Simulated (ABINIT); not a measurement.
# BSbSe3 (Pm-3m): from the cell to the phonon bands, part 2 of 6

How does BSbSe3 (Pm-3m) vibrate, and is this structure a minimum?

ABINIT 10.8.3; DFT LDA, scalar-relativistic, plane waves, HGH norm-conserving pseudopotentials.

So far. Step 4 (Relaxing the cell and atoms): The volume changes by -0.7 % in this run and stands +7.7 % from the first cell. The relaxed cell has a = 4.474 Å (conventional setting).

The structure was built from a prototype and need not be the compound's stable phase.

## Step 6: Zone-centre response

At q = 0 one unit cell holds all displacements. The response is solved for single atoms along the cell's directions, and symmetry skips those that follow from others. The crystal is treated as a metal, which screens a static field, so no field response is asked.

dfpt_gamma.abi reads:

```

# common to the responses
getwfk_filepath "gso_WFK"
kptopt 2
nqpt 1
qpt 0.0 0.0 0.0
asr 0
chneut 0

# displacements
rfphon 1
rfatpol 1 5
rfdir 1 1 1
tolvrs 1.0d-10
prtwf 0

# basis, mesh and filling
ecut 40.0
ixc 7
ngkpt 6 6 6
nshiftk 1
shiftk 0.0 0.0 0.0
istwfk *1
occopt 7
tsmear 0.01
nband 20
nstep 100
diemac 1000000.0
prtebands 0
prtgsr 0
useylm 1

# cell and atoms
acell 3*1.0 Angstrom
rprim 
    4.474450656 0.0 0.0
    0.0 4.474450656 0.0
    0.0 0.0 4.474450656
ntypat 3
znucl 51 5 34
natom 5
typat 1 2 3 3 3
xred 
    0.0 0.0 0.0
    0.5 0.5 0.5
    0.5 0.5 0.0
    0.5 0.0 0.5
    0.0 0.5 0.5
pp_dirpath "./pseudo"
pseudos "Sb.hgh, B.hgh, Se.hgh"
```

On the command line:

```bash
$ OMP_NUM_THREADS=1 mpirun -n 4 abinit dfpt_gamma.abi > dfpt_gamma.log
```

Numbers of over 12 decimals in the logs are rounded to 6 here.

dfpt_gamma.abo, the main output file:

```text
[banners, grids, parts of the stress and lines that vanish by symmetry left out]
- input  file    -> dfpt_gamma.abi
- output file    -> dfpt_gamma.abo
- root for input  files -> dfpt_gammai
- root for output files -> dfpt_gammao

 Symmetries : space group Pm -3 m (#221); Bravais cP (primitive cubic)
================================================================================
 Values of the parameters that define the memory need of the present run (RF).
     intxc =       0      iscf =       7    lmnmax =      14     lnmax =       6
     mgfft =      50  mpssoang =       3    mqgrid =    3001     natom =       5
  nloc_mem =       1    nspden =       1   nspinor =       1    nsppol =       1
      nsym =      48    n1xccc =       0    ntypat =       3    occopt =       7
   xclevel =       1
-    mband =          20        mffmem =           1         mkmem =          28
-   mkqmem =          28        mk1mem =          28           mpw =        7400
      nfft =      125000          nkpt =         112
- my_mband =          20
================================================================================
================================================================================

--------------------------------------------------------------------------------
------------- Echo of variables that govern the present computation ------------
--------------------------------------------------------------------------------
-
- outvars: echo of selected default values
-   iomode0 =  0 , fftalg0 =312 , wfoptalg0 =  0
-
- outvars: echo of global parameters not present in the input file
-  max_nthreads =    1
-
 -outvars: echo values of preprocessed input variables
 [... echo left out ...]
================================================================================

 chkinp: Checking input parameters for consistency.

[...]
== DATASET  1 ==================================================================
-   mpi_nproc: 4, omp_nthreads: 1 (-1 if OMP is not activated)

--- !DatasetInfo
iteration_state: {dtset: 1, }
dimensions: {natom: 5, nkpt: 112, mband: 20, nsppol: 1, nspinor: 1, nspden: 1, mpw: 7400, }
cutoff_energies: {ecut:  40.0, pawecutdg:  -1.0, }
electrons: {nelect:   2.60000000E+01, charge:   0.00000000E+00, occopt:   7.00000000E+00, tsmear:   1.00000000E-02, }
meta: {optdriver: 1, rfphon: 1, }
...

 mkfilename: getwfk from: gso_WFK

 Exchange-correlation functional for the present dataset will be:
  LDA: Perdew-Wang 92 LSD fit to Ceperley-Alder data - ixc=7
 Citation for XC functional:
  J.P.Perdew and Y.Wang, PRB 45, 13244 (1992)

 Real(R)+Recip(G) space primitive vectors, cartesian coordinates (Bohr,Bohr^-1):
 R(1)=  8.4554863  0.0000000  0.0000000  G(1)=  0.1182664  0.0000000  0.0000000
 R(2)=  0.0000000  8.4554863  0.0000000  G(2)=  0.0000000  0.1182664  0.0000000
 R(3)=  0.0000000  0.0000000  8.4554863  G(3)=  0.0000000  0.0000000  0.1182664
 Unit cell volume ucvol=  6.0452710E+02 bohr^3
 Angles (23,13,12)=  9.00000000E+01  9.00000000E+01  9.00000000E+01 degrees
 setup1 : take into account q-point for computing boxcut.

 getcut: wavevector=  0.0000  0.0000  0.0000  ngfft=  50  50  50
         ecut(hartree)=     40.000   => boxcut(ratio)=   2.07700

--- Pseudopotential description ------------------------------------------------
- pspini: atom type   1  psp file is ./pseudo/Sb.hgh

- pspini: atom type   2  psp file is ./pseudo/B.hgh

- pspini: atom type   3  psp file is ./pseudo/Se.hgh

   1.59733280E+03                                ecore*ucvol(ha*bohr**3)
--------------------------------------------------------------------------------

 ==>  initialize data related to q vector <==

 The list of irreducible perturbations for this q vector is:
    1)    idir= 1    ipert=   1
    2)    idir= 1    ipert=   2
    3)    idir= 1    ipert=   3
    4)    idir= 3    ipert=   3

[...]
The perturbation idir=   2  ipert=   1 is
 symmetric of a previously calculated perturbation.
 So, its SCF calculation is not needed.

 The perturbation idir=   3  ipert=   1 is
 symmetric of a previously calculated perturbation.
 So, its SCF calculation is not needed.

 The perturbation idir=   2  ipert=   2 is
 symmetric of a previously calculated perturbation.
 So, its SCF calculation is not needed.

 The perturbation idir=   3  ipert=   2 is
 symmetric of a previously calculated perturbation.
 So, its SCF calculation is not needed.

[...]
The perturbation idir=   2  ipert=   5 is
 symmetric of a previously calculated perturbation.
 So, its SCF calculation is not needed.

 The perturbation idir=   3  ipert=   5 is
 symmetric of a previously calculated perturbation.
 So, its SCF calculation is not needed.

--------------------------------------------------------------------------------
 Perturbation wavevector (in red.coord.)   0.000000  0.000000  0.000000
 Perturbation : displacement of atom   1   along direction   1
 Found     8 symmetries that leave the perturbation invariant.

[...]
dfpt_looppert : total number of electrons, from k and k+q
  fully or partially occupied states are    2.600000E+01 and    2.600000E+01.
 Initialisation of the first-order wave-functions :
  ireadwf=   0

--- !BeginCycle
iteration_state: {dtset: 1, }
solver: {iscf: 7, nstep: 100, nline: 4, wfoptalg: 0, }
tolerances: {tolvrs: 1.00E-10, }
...

     iter   2DEtotal(Ha)        deltaE(Ha) residm    vres2
-ETOT  1   59.390400398472     -8.948E+01 1.378E+00 3.825E+05
 ETOT  2 -0.618103     -6.001E+01 2.621E-01 1.732E+03
 ETOT  3  -1.116867     -4.988E-01 8.127E-03 2.762E+02
 ETOT  4  -1.158056     -4.119E-02 3.539E-03 1.411E+00
 ETOT  5  -1.158265     -2.092E-04 1.596E-04 2.743E-03
[...]
At SCF step   11       vres2   =  3.10E-12 < tolvrs=  1.00E-10 =>converged.
[...]
Mean square residual over all n,k,spin=   27.254E-13; max=  17.225E-10

 Thirteen components of 2nd-order total energy (hartree) are
 1,2,3: 0th-order hamiltonian combined with 1st-order wavefunctions
     kin0=   1.26305301E+02 eigvalue=  -2.24198735E+00  local=  -2.68893394E+01
 4,5,6: 1st-order hamiltonian combined with 1st and 0th-order wfs
 loc psp =  -1.52905157E+02  Hartree=   2.86408457E+01     xc=  -1.32467680E+01
 note that "loc psp" includes a xc core correction that could be resolved
 7,8,9: eventually, occupation + non-local contributions
    edocc=   1.02114798E+01     enl0=   2.72495277E+01   enl1=  -1.47152963E+02
 1-9 gives the relaxation energy (to be shifted if some occ is /=2.0)
   erelax=  -1.50029060E+02
 10,11,12 Non-relaxation  contributions : frozen-wavefunctions and Ewald
 fr.local=   2.52991135E+01 fr.nonlo=   7.15553964E+01  Ewald=   5.20162834E+01
 13,14 Frozen wf xc core corrections (1) and (2)
 frxc 1  =   0.00000000E+00  frxc 2 =   0.00000000E+00
 Resulting in :
 2DEtotal=   -0.1158266355E+01 Ha. Also 2DEtotal=   -0.315180331496E+02 eV
    (2DErelax=   -1.5002905966E+02 Ha. 2DEnonrelax=    1.4887079331E+02 Ha)
    (  non-var. 2DEtotal :   -1.1582663501E+00 Ha)

[...]
Perturbation wavevector (in red.coord.)   0.000000  0.000000  0.000000
 Perturbation : displacement of atom   2   along direction   1
 Found     8 symmetries that leave the perturbation invariant.

[...]
dfpt_looppert : total number of electrons, from k and k+q
  fully or partially occupied states are    2.600000E+01 and    2.600000E+01.
 Initialisation of the first-order wave-functions :
  ireadwf=   0

--- !BeginCycle
iteration_state: {dtset: 1, }
solver: {iscf: 7, nstep: 100, nline: 4, wfoptalg: 0, }
tolerances: {tolvrs: 1.00E-10, }
...

     iter   2DEtotal(Ha)        deltaE(Ha) residm    vres2
-ETOT  1   87.697986211230     -2.267E+02 1.415E+00 4.702E+05
[...]
At SCF step   12       vres2   =  4.91E-12 < tolvrs=  1.00E-10 =>converged.
[...]
Mean square residual over all n,k,spin=   53.462E-14; max=  18.824E-11

 Thirteen components of 2nd-order total energy (hartree) are
 1,2,3: 0th-order hamiltonian combined with 1st-order wavefunctions
     kin0=   3.88586215E+02 eigvalue=  -6.30508112E+00  local=  -2.51982885E+02
 4,5,6: 1st-order hamiltonian combined with 1st and 0th-order wfs
 loc psp =  -7.65909661E+01  Hartree=   3.87037037E+01     xc=  -1.16934603E+01
 note that "loc psp" includes a xc core correction that could be resolved
 7,8,9: eventually, occupation + non-local contributions
    edocc=   1.37726619E+01     enl0=   1.46853859E+02   enl1=  -5.59279060E+02
 1-9 gives the relaxation energy (to be shifted if some occ is /=2.0)
   erelax=  -3.17935013E+02
 10,11,12 Non-relaxation  contributions : frozen-wavefunctions and Ewald
 fr.local=  -5.35883939E+00 fr.nonlo=   2.85617009E+02  Ewald=   3.41821291E+01
 13,14 Frozen wf xc core corrections (1) and (2)
 frxc 1  =   0.00000000E+00  frxc 2 =   0.00000000E+00
 Resulting in :
 2DEtotal=   -0.3494714190E+01 Ha. Also 2DEtotal=   -0.950960176367E+02 eV
    (2DErelax=   -3.1793501315E+02 Ha. 2DEnonrelax=    3.1444029896E+02 Ha)
    (  non-var. 2DEtotal :   -3.4947141441E+00 Ha)

[...]
Perturbation wavevector (in red.coord.)   0.000000  0.000000  0.000000
 Perturbation : displacement of atom   3   along direction   1
 Found     4 symmetries that leave the perturbation invariant.

[...]
dfpt_looppert : total number of electrons, from k and k+q
  fully or partially occupied states are    2.600000E+01 and    2.600000E+01.
 Initialisation of the first-order wave-functions :
  ireadwf=   0

--- !BeginCycle
iteration_state: {dtset: 1, }
solver: {iscf: 7, nstep: 100, nline: 4, wfoptalg: 0, }
tolerances: {tolvrs: 1.00E-10, }
...

     iter   2DEtotal(Ha)        deltaE(Ha) residm    vres2
-ETOT  1   214.65112627953     -2.068E+02 1.708E+00 1.221E+06
[...]
At SCF step   11       vres2   =  2.62E-11 < tolvrs=  1.00E-10 =>converged.
[...]
Mean square residual over all n,k,spin=   45.383E-13; max=  14.230E-10

 Thirteen components of 2nd-order total energy (hartree) are
 1,2,3: 0th-order hamiltonian combined with 1st-order wavefunctions
     kin0=   4.20232932E+02 eigvalue=  -7.37790357E+00  local=  -2.34123328E+02
 4,5,6: 1st-order hamiltonian combined with 1st and 0th-order wfs
 loc psp =  -1.94279144E+02  Hartree=   1.00697076E+02     xc=  -3.66293473E+01
 note that "loc psp" includes a xc core correction that could be resolved
 7,8,9: eventually, occupation + non-local contributions
    edocc=   1.85849147E+01     enl0=   1.59251016E+02   enl1=  -6.46991573E+02
 1-9 gives the relaxation energy (to be shifted if some occ is /=2.0)
   erelax=  -4.20635358E+02
 10,11,12 Non-relaxation  contributions : frozen-wavefunctions and Ewald
 fr.local=   7.09911348E+01 fr.nonlo=   3.26061606E+02  Ewald=   2.43526222E+01
 13,14 Frozen wf xc core corrections (1) and (2)
 frxc 1  =   0.00000000E+00  frxc 2 =   0.00000000E+00
 Resulting in :
 2DEtotal=    0.7700046962E+00 Ha. Also 2DEtotal=    0.209528951990E+02 eV
    (2DErelax=   -4.2063535824E+02 Ha. 2DEnonrelax=    4.2140536294E+02 Ha)
    (  non-var. 2DEtotal :    7.7000443956E-01 Ha)

[...]
Perturbation wavevector (in red.coord.)   0.000000  0.000000  0.000000
 Perturbation : displacement of atom   3   along direction   3
 Found     8 symmetries that leave the perturbation invariant.

--------------------------------------------------------------------------------

--------------------------------------------------------------------------------

 dfpt_looppert : total number of electrons, from k and k+q
  fully or partially occupied states are    2.600000E+01 and    2.600000E+01.
 Initialisation of the first-order wave-functions :
  ireadwf=   0

--- !BeginCycle
iteration_state: {dtset: 1, }
solver: {iscf: 7, nstep: 100, nline: 4, wfoptalg: 0, }
tolerances: {tolvrs: 1.00E-10, }
...

     iter   2DEtotal(Ha)        deltaE(Ha) residm    vres2
-ETOT  1   257.02740164042     -1.642E+02 1.198E+00 1.413E+06
[...]
ETOT 10   1.660114     -1.072E-10 1.791E-08 4.933E-09
 ETOT 11   1.660114      1.296E-11 2.968E-09 3.148E-11

 At SCF step   11       vres2   =  3.15E-11 < tolvrs=  1.00E-10 =>converged.
[...]
Mean square residual over all n,k,spin=   10.290E-12; max=  29.677E-10

 Thirteen components of 2nd-order total energy (hartree) are
 1,2,3: 0th-order hamiltonian combined with 1st-order wavefunctions
     kin0=   4.06415073E+02 eigvalue=  -3.13868744E+00  local=  -2.16866330E+02
 4,5,6: 1st-order hamiltonian combined with 1st and 0th-order wfs
 loc psp =  -1.89381347E+02  Hartree=   1.03396903E+02     xc=  -3.52056073E+01
 note that "loc psp" includes a xc core correction that could be resolved
 7,8,9: eventually, occupation + non-local contributions
    edocc=   2.69156114E+01     enl0=   1.38049176E+02   enl1=  -6.49750930E+02
 1-9 gives the relaxation energy (to be shifted if some occ is /=2.0)
   erelax=  -4.19566138E+02
 10,11,12 Non-relaxation  contributions : frozen-wavefunctions and Ewald
 fr.local=  -2.33593189E+01 fr.nonlo=   3.14949273E+02  Ewald=   1.29636299E+02
 13,14 Frozen wf xc core corrections (1) and (2)
 frxc 1  =   0.00000000E+00  frxc 2 =   0.00000000E+00
 Resulting in :
 2DEtotal=    0.1660114451E+01 Ha. Also 2DEtotal=    0.451740155278E+02 eV
    (2DErelax=   -4.1956613841E+02 Ha. 2DEnonrelax=    4.2122625286E+02 Ha)
    (  non-var. 2DEtotal :    1.6601141282E+00 Ha)

[...]
---- first-order wavefunction calculations are completed ----

 ==> Compute Derivative Database <==

 [... matrices left out ...]
  Phonon wavevector (reduced coordinates) :  0.00000  0.00000  0.00000
 Phonon energies in Hartree :
  -1.638944E-03 -1.638944E-03 -1.638944E-03 -3.332731E-04 -3.332731E-04
  -3.332731E-04  2.582940E-05  2.582940E-05  2.582940E-05  1.807921E-04
   1.807921E-04  1.807921E-04  7.221568E-04  7.221568E-04  7.221568E-04
 Phonon frequencies in cm-1    :
- -3.597067E+02 -3.597067E+02 -3.597067E+02 -7.314498E+01 -7.314498E+01
- -7.314498E+01  5.668898E+00  5.668898E+00  5.668898E+00  3.967927E+01
-  3.967927E+01  3.967927E+01  1.584951E+02  1.584951E+02  1.584951E+02

== END DATASET(S) ==============================================================
================================================================================

 -outvars: echo values of variables after computation
            acell      1.8897261259E+00  1.8897261259E+00  1.8897261259E+00 Bohr
           etotal      1.6601144506E+00
            fcart      0.0000000000E+00  0.0000000000E+00  0.0000000000E+00
           strten      0.0000000000E+00  0.0000000000E+00  0.0000000000E+00
================================================================================
```

Elapsed: 4.5 min, on 4 MPI ranks of Arm Neoverse V1, shared host.

Read from the output:

```yaml
largest_acoustic_frequency_at_the_zone_centre_before_the_sum_rule: 5.67 cm⁻¹
highest_optical_zone_centre_mode_no_lo_to_term: 158.5 cm⁻¹
lowest_optical_zone_centre_mode: -359.7 cm⁻¹
```

The acoustic modes at Γ come out as far as 5.7 cm⁻¹ from zero, where they should vanish, a small numerical error. The lowest optical mode is imaginary, 360i cm⁻¹, an instability at this level and on this k mesh.

(Continued in part 3 of 6.)

[Host names and launcher messages were left out of these logs when they were recorded.]

[Logs are printed without paths, hosts, clocks, repeated set-up lines and the standing remarks that a program may print on its own settings, such as how far it seeks lower states.]

[Hosts, paths, dates, database ids (printed as entryN), source tags and the programs' standing remarks are cut or masked in the printed files.]
